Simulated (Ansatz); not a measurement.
**As (Pm-3m, 1 atom in the cell): a soft mode frozen in**

Wanted: the energy along a soft mode of As (Pm-3m, 1 atom in the cell) and the structure at the end.

Method: DFT PBEsol, scalar-relativistic, plane waves, PAW, in Ansatz 0.2.0.

This is a report of a sequence of runs, with most program output left out.

This is not the structure that As takes at ambient pressure and room temperature (space group No. 166); it is a model or a phase of other conditions.

**1. Set-up**

It takes space group Pm-3m (No. 221, cubic). The conventional cell has a = 2.689 Å, b = 2.689 Å, c = 2.689 Å, α = 90.00°, β = 90.00°, γ = 90.00°. Nearest to As lie 6 As at 2.69 Å.

Coordinates:

```cif
data_structure
_symmetry_space_group_name_H-M 'Pm-3m'
_symmetry_Int_Tables_number 221
_cell_length_a 2.6886
_cell_length_b 2.6886
_cell_length_c 2.6886
_cell_angle_alpha 90.000
_cell_angle_beta 90.000
_cell_angle_gamma 90.000
_cell_volume 19.43
loop_
_atom_site_label
_atom_site_type_symbol
_atom_site_symmetry_multiplicity
_atom_site_Wyckoff_symbol
_atom_site_fract_x
_atom_site_fract_y
_atom_site_fract_z
_atom_site_occupancy
As1 As 1 b 0.50000 0.50000 0.50000 1
```

**2. Phonons on a q mesh**

The cell comes from relaxations at this level that are not shown. Stability and thermal properties need the whole zone. Linear response on a 4×4×4 q mesh gives force constants as far as a supercell of that size would.

Contents of input.yaml:

```yaml
crystal:
  lattice:
    - [2.6885784294, 0.0, 0.0]
    - [0.0, 2.6885784294, 0.0]
    - [0.0, 0.0, 2.6885784294]
  atoms:
    - { symbol: As, position: [0.5, 0.5, 0.5] }
kpoints:
  mp_grid: { grid: [16, 16, 16] }
hamiltonian:
  xc: pbesol
scf:
  occupations: { method: methfessel_paxton, width: 0.15 }
output:
  eigenvalues: true
phonons:
  method: dfpt
  qmesh: [4, 4, 4]
  temperatures: { t_max: 1000, t_step: 50 }
  qpath:
    path:
      - [[0.0, 0.0, 0.0], [0.0, 0.5, 0.0], [0.5, 0.5, 0.0], [0.0, 0.0, 0.0], [0.5, 0.5, 0.5], [0.0, 0.5, 0.0]]
      - [[0.5, 0.5, 0.5], [0.5, 0.5, 0.0]]
    npoints: 10
```

Started as:

```bash
ansatz run input.yaml --threads 4 --pin off --max-ram 7168MiB --backend cpu --events-out ev --progress --plain --runs-dir out
```

The job ended after 94 s (4 threads of Arm Neoverse V1, shared host; peak memory 1.4 GiB).

Numbers from this step:

| Property | Result |
| --- | --- |
| volume per atom | 19.43 Å³ |
| gap on the k-mesh | 0 eV |
| sum-rule residual before enforcement | 6.69e-6 eV/Å² |
| lowest frequency on the path | -195.6 cm⁻¹ |
| highest frequency on the path or at a solved wavevector | 192.2 cm⁻¹ |
| lowest mode on the q mesh (acoustic modes at Γ apart) | -195.6 cm⁻¹ |

Frequencies (cm⁻¹) solved at each irreducible wavevector; negative means imaginary. Frequencies by wavevector, by row:

```tsv
q in reciprocal lattice units	star	mode 1	mode 2	mode 3
0 0 0	1	0	0	0
0 0 0.25	6	57.2	57.2	139.1
0 0 -0.5	3	65.3	65.3	152.9
0 0.25 0.25	12	80.3	132	164.1
0 0.25 -0.5	12	81.2	87.4	155.2
0 -0.5 -0.5	3	93.3	97.7	97.7
0.25 0.25 0.25	8	152.9	152.9	192.2
0.25 0.25 -0.5	12	-48.7	156.4	178.6
0.25 -0.5 -0.5	6	-51.1	-51.1	164.5
-0.5 -0.5 -0.5	1	-195.6	-195.6	-195.6
```

Interpolated from a 4×4×4 q mesh. The phonon branches at the labelled points (cm⁻¹):

```tsv
point	branch 1	branch 2	branch 3
Γ	0	0	0
halfway	57	57	139
X	65	65	153
halfway	81	87	155
M	93	98	98
halfway	80	132	164
Γ	0	0	0
halfway	153	153	192
R	-196	-196	-196
halfway	-49	156	179
X	65	65	153
jump to R	-196	-196	-196
halfway	-51	-51	164
M	93	98	98
```

Symmetry leaves 10 wavevectors to solve. The lowest mode among them, the acoustic zeros apart, lies at q = (-0.5, -0.5, -0.5) and is imaginary, 195.6i cm⁻¹, so the energy falls along it.

**3. The mode frozen in, largest atomic shift 0 Å**

The mode followed lies at q = (0.25, -0.5, -0.5) with frequency 51.1i cm⁻¹ and is 2-fold degenerate, one of the unstable modes though not the softest. At small amplitude the distorted cell has space group no. 74 by a symmetry search on the positions. The undistorted cell that holds it gives the zero of energy on the same k mesh.

System of this step: As. The structure is cubic, space group Pm-3m (No. 221). Conventional cell: a = 2.689 Å, b = 2.689 Å, c = 2.689 Å, α = 90.00°, β = 90.00°, γ = 90.00°. Nearest to As lie 6 As at 2.69 Å.

Contents of input.yaml:

```yaml
crystal:
  lattice:
    - [0.0, -2.6885784294, -2.6885784294]
    - [0.0, -2.6885784294, 2.6885784294]
    - [-5.3771568589, -2.6885784294, 0.0]
  atoms:
    - { symbol: As, position: [0.375, 0.875, 0.25] }
    - { symbol: As, position: [0.875, 0.375, 0.25] }
    - { symbol: As, position: [0.125, 0.625, 0.75] }
    - { symbol: As, position: [0.625, 0.125, 0.75] }
kpoints:
  mp_grid: { grid: [10, 10, 10] }
hamiltonian:
  xc: pbesol
scf:
  occupations: { method: methfessel_paxton, width: 0.15 }
output:
  forces: true
  stress: true
  eigenvalues: true
```

The job ended after 3.3 s (4 threads; peak memory 0.49 GiB; 13 s of CPU time).

Numbers from this step:

```
pressure                         : 0.1308 GPa
energy from the undistorted cell : 0 meV/atom
```

The run ends at a pressure of 0.13 GPa.

**4. The mode frozen in, largest atomic shift 0.04 Å**

The atoms are moved along the unstable eigenvector, the largest shift by 0.04 Å, with the cell fixed.

input.yaml, the sections that differ from step 3:

```yaml
crystal:
  lattice:
    - [0.0, -2.6885784294, -2.6885784294]
    - [0.0, -2.6885784294, 2.6885784294]
    - [-5.3771568589, -2.6885784294, 0.0]
  atoms:
    - { symbol: As, position: [0.3644798415, 0.875, 0.25] }
    - { symbol: As, position: [0.8855201585, 0.375, 0.25] }
    - { symbol: As, position: [0.125, 0.625, 0.75] }
    - { symbol: As, position: [0.625, 0.125, 0.75] }
# kpoints, hamiltonian, scf, output: as in step 3
```

Run time: 5.7 s. Hardware: 4 threads; peak memory 0.6 GiB.

Numbers from this step:

```
pressure                         : 0.2827 GPa
energy from the undistorted cell : -0.115 meV/atom
```

The energy, extrapolated to zero smearing, is -0.12 meV/atom against the undistorted cell.

The run ends at a pressure of 0.28 GPa, with forces up to 0.0069 eV/Å.

**5. Energy along the mode, all amplitudes (two of the runs are shown above)**

An imaginary frequency means negative curvature, so the energy should fall and then rise again as anharmonic terms take over.

Numbers from this step:

```yaml
depth_at_the_lowest_point_sampled: 0.115 meV/atom
largest_atomic_shift_at_that_point: 0.04 Å
```

The energy from the parent by largest atomic shift:

```tsv
largest atomic shift (Å)	energy from the parent (meV/atom)
0.0000	0
0.0400	-0.115
0.0800	0.27
0.1400	6.83
```

Displacement at unit largest shift by atom:

```tsv
atom	x (Å)	y (Å)	z (Å)	size
As1	0.000	0.707	0.707	1.000
As2	0.000	-0.707	-0.707	1.000
As3	0.000	0.000	0.000	0.000
As4	0.000	0.000	0.000	0.000
```

The lowest of the steps tried is at 0.04 Å, 0.115 meV/atom below the parent; the bottom of the well need not coincide with a step.

**6. Relaxing from the distorted cell**

Starting from the lowest point found, all atoms and the cell are let go, so that strain and other modes of the same symmetry can join in.

input.yaml: that of step 4 with these lines changed.

```diff
@@ -20 +20,6 @@
   eigenvalues: true
+relax:
+  adjacent_minimum: "off"
+  f_tol: 0.002
+  max_steps: 120
+  cell: { stress_tol: 0.03 }
```

The job ended after 43 s (4 threads; peak memory 0.64 GiB).

Step by step:

```tsv
step	energy less that of the first step (eV)	largest force component (eV/Å)	pressure (GPa)	volume (Å³)
1	0.0000	0.0049	0.28	77.74
2	-0.0002	0.0117	-0.14	78.12
3	-0.0003	0.0100	-0.02	78.01
4	-0.0004	0.0084	-0.02	78.06
5	-0.0007	0.0011	0.00	78.18
6	-0.0007	0.0009	0.00	78.21
7*	-0.0007	0.0009	0.01	78.21
```

Relaxation steps marked * repeat the geometry before them on a plane-wave basis chosen anew for their cell, so energy and pressure can jump there.

The run keeps the 8 symmetry operations that it works with, so distortions that break them were not tested.

```tsv
conventional cell, symmetrised	before	after	change
a (Å)	3.802	3.796	-0.2 %
b (Å)	10.754	10.776	+0.2 %
c (Å)	3.802	3.824	+0.6 %
volume (Å³/atom)	19.43	19.55	+0.6 %
```

The atoms that moved most (Å, as changes of fractional coordinates times the final cell):

```tsv
atom	dx	dy	dz	length
As2	0.000	-0.019	-0.019	0.027
As1	0.000	0.019	0.019	0.027
```

This step gave:

- pressure: 0.005118 GPa
- volume per atom: 19.55 Å³

The distorted start has space group Imma; the relaxation ends in Imma.

**7. The new phase in its own primitive cell**

The relaxed structure is symmetrised, reduced to its primitive cell and relaxed tightly, as its phonons need.

input.yaml, the sections that differ from step 6:

```yaml
crystal:
  lattice:
    - [-1.8979190886, 5.3880477439, 1.9120396683]
    - [1.8979190886, -5.3880477439, 1.9120396683]
    - [1.8979190886, 5.3880477439, -1.9120396683]
  atoms:
    - { symbol: As, position: [0.2323966804, 0.4823966804, 0.75] }
    - { symbol: As, position: [0.7676033196, 0.5176033196, 0.25] }
    - { symbol: As, position: [0.0, 0.5, 0.5] }
    - { symbol: As, position: [0.5, 0.5, 0.0] }
kpoints:
  mp_grid: { grid: [14, 14, 14] }
relax:
  adjacent_minimum: "off"
  f_tol: 0.001
  max_steps: 60
  cell: { stress_tol: 0.01 }
# hamiltonian, scf, output: as in step 6
```

The job ended after 1.7 min (4 threads; peak memory 1.1 GiB; 6.6 min of CPU time).

Relaxation path:

```tsv
step	energy less that of the first step (eV)	largest force component (eV/Å)	pressure (GPa)	volume (Å³)
1	0.0000	0.0173	0.04	78.21
2	-0.0004	0.0174	-0.03	78.29
3	-0.0004	0.0128	0.02	78.27
4	-0.0005	0.0060	0.00	78.34
5	-0.0006	0.0003	-0.01	78.41
6	-0.0006	0.0001	0.00	78.41
7*	-0.0006	0.0000	0.00	78.41
```

Relaxation steps marked * repeat the geometry before them on a plane-wave basis chosen anew for their cell, so energy and pressure can jump there.

The run keeps the 8 symmetry operations that it works with, so distortions that break them were not tested.

```tsv
conventional cell, symmetrised	before	after	change
a (Å)	3.796	3.804	+0.2 %
b (Å)	10.776	10.760	-0.1 %
c (Å)	3.824	3.832	+0.2 %
volume (Å³/atom)	19.55	19.60	+0.3 %
```

The atoms that moved most (Å, as changes of fractional coordinates times the final cell):

```tsv
atom	dx	dy	dz	length
As1	0.000	0.000	-0.015	0.015
As2	0.000	0.000	0.015	0.015
```

Numbers from this step:

- pressure: 2.99e-4 GPa
- volume per atom: 19.60 Å³

The largest force component left is 0.046 meV/Å and the pressure is 0.000 GPa, within the tolerances set. The cell now holds 19.60 Å³/atom.

**8. Modes of the new phase, k-mesh 14×14×14**

A relaxed structure may still be a saddle point, so its zone-centre modes are computed. No field response is asked, since the mesh shows no gap.

input.yaml, the sections that differ from step 7:

```yaml
crystal:
  lattice:
    - [-1.9018676662, 5.3800206158, 1.9157637336]
    - [1.9018676662, -5.3800206158, 1.9157637336]
    - [1.9018676662, 5.3800206158, -1.9157637336]
  atoms:
    - { symbol: As, position: [0.2285307292, 0.4785307292, 0.75] }
    - { symbol: As, position: [0.7714692708, 0.5214692708, 0.25] }
    - { symbol: As, position: [0.0, 0.5, 0.5] }
    - { symbol: As, position: [0.5, 0.5, 0.0] }
output:
  eigenvalues: true
phonons:
  method: dfpt
# kpoints, hamiltonian, scf: as in step 7
# relax: removed
```

The job ended after 18 min (4 threads; peak memory 5.3 GiB; 72 min of CPU time).

This step gave:

* sum-rule residual before enforcement: 2.48e-5 eV/Å²
* point group: mmm
* highest optical mode at the zone centre (no LO-TO term): 161.5 cm⁻¹
* lowest optical zone-centre mode: -108.9 cm⁻¹

Patterns of degenerate modes are one choice out of their space. Modes at Γ (negative means imaginary):

```tsv
mode	frequency (cm⁻¹)	symmetry
1	-108.9	B2u
2	-64.3	Au
3	-13.7	B2g
4	0.0	acoustic
5	0.0	acoustic
6	0.0	acoustic
7	64.0	B3u
8	64.1	B1u
9	89.9	Ag
10	98.1	B2u
11	161.2	B1u
12	161.5	B3g
```

Displacements in mode 1 (-108.9 cm⁻¹), the largest set to 1:
```
As1  0.00 -0.29  0.00
As2  0.00 -0.29  0.00
As3  0.00  0.29  1.00
As4  0.00  0.29 -1.00
```

Displacements in mode 3 (-13.7 cm⁻¹), the largest set to 1:
```
As1  1.00  0.00  0.00
As2 -1.00  0.00  0.00
As3  0.00  0.00  0.00
As4  0.00  0.00  0.00
```

Before it was imposed, the acoustic sum rule was missed by 2.5e-5 eV/Å². Small misses are needed for a sound result but don't prove that mesh and cutoff are converged. The lowest optical mode is imaginary, 108.9i cm⁻¹, so the energy falls along it.

**9. The phases reached**

The phases reached along the modes that were followed are set side by side.

Energies are those of the first relaxation, on the mesh of the frozen mode; space group, volume and gap are those of the last relaxation. Phases, by row:

```tsv
mode frozen in	space group	energy from parent (meV/atom)	volume (Å³/atom)	gap on mesh (eV)	lowest zone-centre optical mode (cm⁻¹)	largest shift (Å)
parent	Pm-3m	0	19.43	0	–	–
q = (-0.5, -0.5, -0.5), 196i cm⁻¹	I4/mmm	-46.02	20.26	0	-110	0.154
q = (-0.5, -0.5, -0.5), 196i cm⁻¹	R-3m	-79.66	20.84	0	166.9	0.2
q = (-0.5, -0.5, -0.5), 196i cm⁻¹	Imma	-70.46	20.68	0	55.8	0.19
q = (0.25, -0.5, -0.5), 51i cm⁻¹	I4_122	-0.68	19.93	0	-68.2	0.067
q = (0.25, -0.5, -0.5), 51i cm⁻¹	Fmmm	-9.35	20.37	0	-74.7	0.154
q = (0.25, -0.5, -0.5), 51i cm⁻¹	Imma	-0.32	19.6	0	-108.9	0.067
```

**10. What came out**

```yaml
unstable_mode_of_the_parent: q = (0.25, -0.5, -0.5), 51i cm⁻¹
depth_at_the_lowest_point_sampled: 0.115 meV/atom
largest_atomic_shift_at_that_point: 0.04 Å
space_group_reached_within_0p01_a: Imma
energy_gained_over_the_parent_first_relaxation_on_the_mesh_of_the_frozen_mode: 0.322 meV/atom
volume_per_atom_phase_reached: 19.6 Å³
lowest_optical_zone_centre_mode_phase_reached: -109 cm⁻¹
highest_optical_mode_at_the_zone_centre_no_lo_to_term_phase_reached: 162 cm⁻¹
```

Along this mode the structure falls into Imma, 0.322 meV/atom below the parent. At the parent's cell the well is 0.115 meV/atom deep on the steps tried, with its lowest point at a shift of 0.04 Å. Relaxing atoms and cell changes the gain by +0.21 meV/atom against the lowest step (energies at zero smearing). Most of the total comes from this relaxation. The new phase still has an imaginary mode at the zone centre of its cell, so it is a saddle point on the way to a lower structure. How so shallow a well moves with the k mesh was not tested. Of the 6 patterns followed to their end from this parent, this one ends 79.3 meV/atom above the lowest, R-3m. Another end point lies within 1 meV/atom; how such a difference moves with mesh and cutoff was not tested. Each path keeps the symmetry of its pattern, so a lower phase may lie along a pattern not tried. With no gap, or one that is small against the smearing, the frequencies hang on the k mesh and the smearing, most of all near Kohn anomalies.

[Logs are printed without paths, hosts, clocks, repeated set-up lines and the standing remarks that a program may print on its own settings, such as how far it seeks lower states.]

[Hosts, paths, dates, database ids (printed as entryN), source tags and the programs' standing remarks are cut or masked in the printed files.]
